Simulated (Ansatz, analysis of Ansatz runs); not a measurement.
# Reproducing a measured hyperfine coupling: neutral bond-centred H (muonium) in Ge

Subject: neutral bond-centred H (muonium) in Ge. Wanted: its hyperfine coupling, in one set-up (HSE06 on PBE structures, 64-site cell, PBE lattice, 420 eV, k: 2x2x2 shifted 0.5 0.5 0.5 then the zone centre alone). The model is a cell of 64 host atoms with 1 H put in. The isotropic coupling follows from the spin density at the nucleus, the nuclear g-factor and the total spin. Exact exchange opens the gap, stiffens bonds and lessens the self-interaction error, at many times the cost.

**The experiment.** 1H (muon value / 3.1833) (muon value divided by the ratio of moments 3.1833; muon (Mu, light H isotope)), printed as -96.5 MHz: -30.31 MHz, by muon spin resonance (leading '2' in as_printed is a garbled minus sign) (quoted in “Muonium as a hydrogen analogue in silicon and germanium: Quantum effects and hyperfine parameters”, 1999, A. R. Porter, M. D. Towler, and R. J. Needs, quoting earlier work (1988)).

Program: Ansatz 0.2.0. Level of theory: plane-wave PAW DFT, PBE; relaxation of all atoms of a defect supercell. Results are calculated unless marked as measured.

In doubt: the hybrid run may have settled on a false gap or state (step 3), so the values of those runs are not to be relied on; a hybrid run on one k-point (step 3), which bears on gaps, levels and energies.

### Step 1. Set-up

The cell holds 65 atoms: 64 Ge and 1 H. Its edges and angles: a = 11.521 Å, b = 11.521 Å, c = 11.521 Å, α = 90.0°, β = 90.0°, γ = 90.0°. It derives from Ge (space group Fd-3m). Nearest the centre at fractional (0.302, 0.330, 0.305): H65 at 0.00 Å, Ge4 at 1.71 Å, Ge8 at 1.71 Å, Ge6 at 2.95 Å, Ge27 at 3.03 Å, Ge49 at 3.07 Å, Ge5 at 3.22 Å, Ge7 at 3.26 Å.

The host's primitive cell comes from a first run (plane-wave PAW DFT, PBE; relaxation of the host's cell and atoms): vectors of 4.073, 4.073 and 4.073 Å. That is 23.89 Å³ an atom, 5.5 % over the diffraction cell's volume. The supercell is built on it.

### Step 2. Relaxation, charge 0

Every later number rests on the structure around the defect, so the atoms are relaxed at the host's lattice first.

relax/input.yaml

```yaml
relax:
  f_tol: 0.02
  max_steps: 80
  random_displacement: { amplitude: 0.02, seed: 24 }
crystal:
  lattice:
    - [11.52078974, 0.0, 0.0]
    - [0.0, 11.52078974, 0.0]
    - [0.0, 0.0, 11.52078974]
  atoms:
    - { symbol: Ge, position: [0.0, 0.0, 0.25] }
    - { symbol: Ge, position: [0.0, 0.25, 0.0] }
    - { symbol: Ge, position: [0.25, 0.0, 0.0] }
    - { symbol: Ge, position: [0.227900821, 0.227900821, 0.227900821] }
    - { symbol: Ge, position: [0.125, 0.125, 0.375] }
    - { symbol: Ge, position: [0.125, 0.375, 0.125] }
    - { symbol: Ge, position: [0.375, 0.125, 0.125] }
    - { symbol: Ge, position: [0.397099179, 0.397099179, 0.397099179] }
    - { symbol: Ge, position: [0.0, 0.0, 0.75] }
    - { symbol: Ge, position: [0.0, 0.25, 0.5] }
    - { symbol: Ge, position: [0.25, 0.0, 0.5] }
    - { symbol: Ge, position: [0.25, 0.25, 0.75] }
    - { symbol: Ge, position: [0.125, 0.125, 0.875] }
    - { symbol: Ge, position: [0.125, 0.375, 0.625] }
    - { symbol: Ge, position: [0.375, 0.125, 0.625] }
    - { symbol: Ge, position: [0.375, 0.375, 0.875] }
    - { symbol: Ge, position: [0.0, 0.5, 0.25] }
    - { symbol: Ge, position: [0.0, 0.75, 0.0] }
    - { symbol: Ge, position: [0.25, 0.5, 0.0] }
    - { symbol: Ge, position: [0.25, 0.75, 0.25] }
    - { symbol: Ge, position: [0.125, 0.625, 0.375] }
    - { symbol: Ge, position: [0.125, 0.875, 0.125] }
    - { symbol: Ge, position: [0.375, 0.625, 0.125] }
    - { symbol: Ge, position: [0.375, 0.875, 0.375] }
    - { symbol: Ge, position: [0.0, 0.5, 0.75] }
    - { symbol: Ge, position: [0.0, 0.75, 0.5] }
    - { symbol: Ge, position: [0.25, 0.5, 0.5] }
    - { symbol: Ge, position: [0.25, 0.75, 0.75] }
    - { symbol: Ge, position: [0.125, 0.625, 0.875] }
    - { symbol: Ge, position: [0.125, 0.875, 0.625] }
    - { symbol: Ge, position: [0.375, 0.625, 0.625] }
    - { symbol: Ge, position: [0.375, 0.875, 0.875] }
    - { symbol: Ge, position: [0.5, 0.0, 0.25] }
    - { symbol: Ge, position: [0.5, 0.25, 0.0] }
    - { symbol: Ge, position: [0.75, 0.0, 0.0] }
    - { symbol: Ge, position: [0.75, 0.25, 0.25] }
    - { symbol: Ge, position: [0.625, 0.125, 0.375] }
    - { symbol: Ge, position: [0.625, 0.375, 0.125] }
    - { symbol: Ge, position: [0.875, 0.125, 0.125] }
    - { symbol: Ge, position: [0.875, 0.375, 0.375] }
    - { symbol: Ge, position: [0.5, 0.0, 0.75] }
    - { symbol: Ge, position: [0.5, 0.25, 0.5] }
    - { symbol: Ge, position: [0.75, 0.0, 0.5] }
    - { symbol: Ge, position: [0.75, 0.25, 0.75] }
    - { symbol: Ge, position: [0.625, 0.125, 0.875] }
    - { symbol: Ge, position: [0.625, 0.375, 0.625] }
    - { symbol: Ge, position: [0.875, 0.125, 0.625] }
    - { symbol: Ge, position: [0.875, 0.375, 0.875] }
    - { symbol: Ge, position: [0.5, 0.5, 0.25] }
    - { symbol: Ge, position: [0.5, 0.75, 0.0] }
    - { symbol: Ge, position: [0.75, 0.5, 0.0] }
    - { symbol: Ge, position: [0.75, 0.75, 0.25] }
    - { symbol: Ge, position: [0.625, 0.625, 0.375] }
    - { symbol: Ge, position: [0.625, 0.875, 0.125] }
    - { symbol: Ge, position: [0.875, 0.625, 0.125] }
    - { symbol: Ge, position: [0.875, 0.875, 0.375] }
    - { symbol: Ge, position: [0.5, 0.5, 0.75] }
    - { symbol: Ge, position: [0.5, 0.75, 0.5] }
    - { symbol: Ge, position: [0.75, 0.5, 0.5] }
    - { symbol: Ge, position: [0.75, 0.75, 0.75] }
    - { symbol: Ge, position: [0.625, 0.625, 0.875] }
    - { symbol: Ge, position: [0.625, 0.875, 0.625] }
    - { symbol: Ge, position: [0.875, 0.625, 0.625] }
    - { symbol: Ge, position: [0.875, 0.875, 0.875] }
    - { symbol: H, position: [0.301619, 0.330401, 0.30548] }
basis:
  ecutwfc: 420
  xc_grid: 2
hamiltonian:
  xc: pbe
kpoints:
  mp_grid: { grid: [2, 2, 2], shift: [0.5, 0.5, 0.5] }
magnetization:
  spin_polarized: true
  initial_magnetization: 1
  spin_locking: { lock_magnetization: hard }
scf:
  occupations: { method: fermi_dirac, width: 0.01 }
  max_iter: 120
output:
  forces: true
checkpoint:
  write: "../relax.run"
  compress: false
  write_wavefunctions: true
  write_every: 100000
```

On the command line:

```
$ ansatz run input.yaml --threads 32 --pin off --max-ram 131891MiB --backend cuda --events-out ev --progress --plain --runs-dir out
```

Numbers of over 12 decimals in the logs are rounded to 6 here.

What it wrote:

```text
Engine: ansatz 0.2.0, aarch64-unknown-linux-gnu
[...]
Pseudopotential: Ge, paw, valence charge 14, recommended cutoff 420 eV (normal), Ge.paw.azcp
Pseudopotential: H, paw, valence charge 1, recommended cutoff 420 eV (normal), H.paw.azcp
Functional definition: PBE
[...]
Crystal: 65 atoms, lattice volume = 1529.138 Å³
Basis set: ecut = 420 eV, 29855 PW (Γ), exchange–correlation on 160×160×160 points (8 copies of the dense FFT grid, shifted against one another)
Bands: 539, of which v1, the nominal top of the filled ones, is band 449 counted from 1 (448 counted from 0)
[...]
k-points: 4 of 8 (time reversal used)
[...]
Functional: x = pbe(κ = 0.804, μ = 0.219515), c = pbe(β = 0.066725)
[...]
SCF iter   1: F=—  HF=-274894.285158 eV  |Δ(HF+E_count)|=         —  Δρ=1.67e-2 (↑1.61e-2 ↓1.67e-2)  dr2=1.42e1  dr2_m=3.26e-2  M=1.000 μB ∫|m|=1.032 μB  Hψ=19398
[...]
relax step   5: F+E_penalty+E_count = -274893.32080276 eV  Δ(F+E_penalty+E_count) = -2.422e-4 eV  max|allowed force component| = 2.938e-3 eV/Å  Δτ_max = 0.0293 Å  (6 SCF iters, accepted)
[...]
SCF converged after 6 iterations
[...]
Magnetization: 1.0000 μB (449.0000 up, 448.0000 down)
Absolute magnetization: 1.0125 μB (∫|ρ↑−ρ↓|, with the PAW one-centre terms)
[...]
Free energy (F): -274893.320803 eV
[...]
Fermi energy:    7.982772 (↑ 8.219257, ↓ 7.772817) eV
--- Per-component energies (eV) ---
[...]
--- Forces (eV/Å), atoms counted from 1 ---
[...]
--- Band table (eV; the first three rows and the last of 8) ---
[...]
--- Relaxed structure (5 steps of the walk, 5 accepted, 0 SCFs on fresh bases) ---
[...]
```

The job ended after 16 s (1 × NVIDIA GB200 with 32 threads of Arm Neoverse V2, shared host; peak memory 7.3 GiB).

The steps of the relaxation:

| step | energy less that of the first step (eV) | largest force component (eV/Å) |
| --- | --- | --- |
| 1 | 0.0000 | 0.9544 |
| 2 | -0.4512 | 0.1891 |
| 3 | -0.4761 | 0.0481 |
| 4 | -0.4804 | 0.0100 |
| 5 | -0.4806 | 0.0029 |

The atoms that moved most (Å, from the sites as typed, ahead of the random displacement, the mean shift of all atoms taken out):

| atom | dx | dy | dz | length |
| --- | --- | --- | --- | --- |
| H65 | 0.123 | -0.203 | 0.080 | 0.250 |
| Ge6 | -0.069 | 0.030 | -0.069 | 0.102 |
| Ge27 | -0.029 | 0.070 | 0.066 | 0.100 |
| Ge49 | 0.065 | 0.070 | -0.028 | 0.099 |
| Ge5 | -0.068 | -0.063 | 0.026 | 0.097 |
| Ge7 | 0.026 | -0.063 | -0.067 | 0.096 |
| Ge42 | 0.064 | -0.024 | 0.065 | 0.094 |
| Ge2 | -0.036 | -0.012 | -0.036 | 0.052 |

Neighbours of H65 at the end:

| atom | distance (Å) |
| --- | --- |
| Ge8 | 1.681 |
| Ge4 | 1.682 |
| Ge42 | 3.236 |
| Ge7 | 3.236 |
| Ge5 | 3.236 |
| Ge49 | 3.237 |
| Ge27 | 3.237 |
| Ge6 | 3.237 |

Read from the output:

```
free energy                           : -274893.3208 eV
total moment                          : 1 μB
integral of the absolute spin density : 1.013 μB
spin contamination                    : 1.52e-4
```

The relaxation ends 7.4 meV an atom lower than the displaced start, with a largest force component of 0.0029 eV/Å.

### Step 3. Contact spin densities

The relaxed structure is kept, and the final numbers are taken at the final level and k-points.

This step: plane-wave PAW DFT, HSE06; single point of a defect supercell on the structure relaxed with PBE.

point/input.yaml

```yaml
crystal:
  lattice:
    - [11.52078974, 0.0, 0.0]
    - [0.0, 11.52078974, 0.0]
    - [0.0, 0.0, 11.52078974]
  atoms:
    - { symbol: Ge, position: [-0.003256925, -0.002575041, 0.2486469] }
    - { symbol: Ge, position: [-0.003324751, 0.24903339, -0.003073778] }
[... 1 atom line left out ...]
    - { symbol: Ge, position: [0.227855825, 0.228565674, 0.228113021] }
    - { symbol: Ge, position: [0.118893088, 0.119568706, 0.377282342] }
    - { symbol: Ge, position: [0.118820859, 0.377659156, 0.119069841] }
    - { symbol: Ge, position: [0.377053726, 0.119587888, 0.119172178] }
    - { symbol: Ge, position: [0.396399995, 0.397114086, 0.39666155] }
[... 8 atom lines left out ...]
    - { symbol: Ge, position: [-0.001216717, 0.500403926, 0.250707755] }
[... 3 atom lines left out ...]
    - { symbol: Ge, position: [0.124601096, 0.626236973, 0.374130809] }
[... 1 atom line left out ...]
    - { symbol: Ge, position: [0.373878849, 0.62623875, 0.124852777] }
[... 3 atom lines left out ...]
    - { symbol: Ge, position: [0.247343768, 0.506168843, 0.505734702] }
[... 14 atom lines left out ...]
    - { symbol: Ge, position: [0.505382178, 0.247948941, 0.505637673] }
[... 6 atom lines left out ...]
    - { symbol: Ge, position: [0.505461226, 0.506136722, 0.247577631] }
[... 15 atom lines left out ...]
    - { symbol: H, position: [0.312139133, 0.312866811, 0.312419598] }
basis:
  ecutwfc: 420
  xc_grid: 2
hamiltonian:
  xc: hse06
kpoints:
  mp_grid: { grid: [1, 1, 1] }
magnetization:
  spin_polarized: true
  initial_magnetization: 1
  spin_locking: { lock_magnetization: hard }
scf:
  occupations: { method: fermi_dirac, width: 0.01 }
  max_iter: 120
output:
  forces: true
  efg: {}
  eigenvalues: true
checkpoint:
  read: "../relax.run"
```

What it wrote:

```text
Warning: checkpoint.read: hamiltonian.xc differs: saved pbe, current hse06; the SCF iterates under this deck's functional from the saved state
[...]
Crystal: 65 atoms, lattice volume = 1529.138 Å³
Basis set: ecut = 420 eV, 29855 PW (Γ), exchange–correlation on 160×160×160 points (8 copies of the dense FFT grid, shifted against one another)
Bands: 539, of which v1, the nominal top of the filled ones, is band 449 counted from 1 (448 counted from 0)
[...]
k-points: 1
[...]
WARN: the filled states extend beyond the cell (their overlap across the Brillouin zone is 0.010, against 0 in a metal and nearly 1 for localised states). With one k-point a hybrid's gap, moments and  [...]
[...]
hybrid SCF converged: 3 outer / 30 inner (+25 warm-up), last move |dexx| = 1.42e-5 eV, tail = 7.03e-8 eV
Magnetization: 1.0000 μB (449.0000 up, 448.0000 down)
Absolute magnetization: 1.1279 μB (∫|ρ↑−ρ↓|, with the PAW one-centre terms)
[...]
Free energy (F): -274940.948453 eV
[...]
Fermi energy:    7.905228 (↑ 7.917453, ↓ 7.786208) eV
[...]
--- Forces (eV/Å), atoms counted from 1 ---
[...]
--- PAW observables at the nuclei: V_zz in 10²¹ V/m², potentials from the cell's mean, atoms counted from 1 ---
[...]
--- Band table (eV) ---
[...]
```

Wall time 25 s (1 × NVIDIA GB200 with 32 threads); peak memory 3.4 GiB; 3.3 min of CPU time.

This step gave:

| Item | Value |
| --- | --- |
| free energy | -274940.9485 eV |
| total moment | 1.0000 μB |
| integral of the absolute spin density | 1.128 μB |
| spin contamination | 6.43e-4 |

The atoms' spheres hold 0.80 of the 1 μB, none over 0.02 μB.

Contact couplings A = (2/3) μ0 ge μB gN μN ρs / (2S h), for each element's most abundant magnetic isotope:

| atom | isotope | distance from the centre (Å) | contact spin density (e/Å³) | A (MHz) |
| --- | --- | --- | --- | --- |
| Ge32 | 73Ge | 7.28 | 3.60 | -83.4 |
| Ge56 | 73Ge | 7.25 | 3.60 | -83.4 |
| Ge48 | 73Ge | 7.02 | 3.60 | -83.4 |
| Ge44 | 73Ge | 7.34 | 3.60 | -83.3 |
| Ge52 | 73Ge | 7.12 | 3.60 | -83.3 |
| Ge28 | 73Ge | 7.08 | 3.59 | -83.3 |
| Ge8 | 73Ge | 1.70 | 3.39 | -78.6 |
| Ge4 | 73Ge | 1.70 | 3.39 | -78.5 |
| Ge1 | 73Ge | 5.24 | 2.88 | -66.8 |
| Ge2 | 73Ge | 5.09 | 2.88 | -66.8 |

### Step 4. Outcome

```
1H (muon value / 3.1833)              : -9.5 MHz
integral of the absolute spin density : 1.13 μB
time of the whole chain               : 43 s on 32 threads and a graphics card
```

In words: 1H (muon value / 3.1833): computed -9.5 MHz, measured -30.31 MHz (muon value divided by the ratio of moments 3.1833; muon (Mu, light H isotope)); 20.8 MHz (69 %) smaller in size than the measurement. The spin is not held on one site here (at most 0.02 μB on an atom), so the state computed is not the localised centre that was measured. Only the isotropic (Fermi contact) part is computed, with core polarisation; no vibrational averaging. Limits: the zone centre alone is a coarse sampling for this cell; the structure comes from another functional than the final numbers.

[Logs are printed without paths, hosts, clocks, repeated set-up lines and the standing remarks that a program may print on its own settings, such as how far it seeks lower states.]

[Hosts, paths, dates, database ids (printed as entryN), source tags and the programs' standing remarks are cut or masked in the printed files.]

[For some hosts the program warned that the k-mesh of the response run may be too coarse for force constants and the static dielectric constant; such warnings are not shown here.]
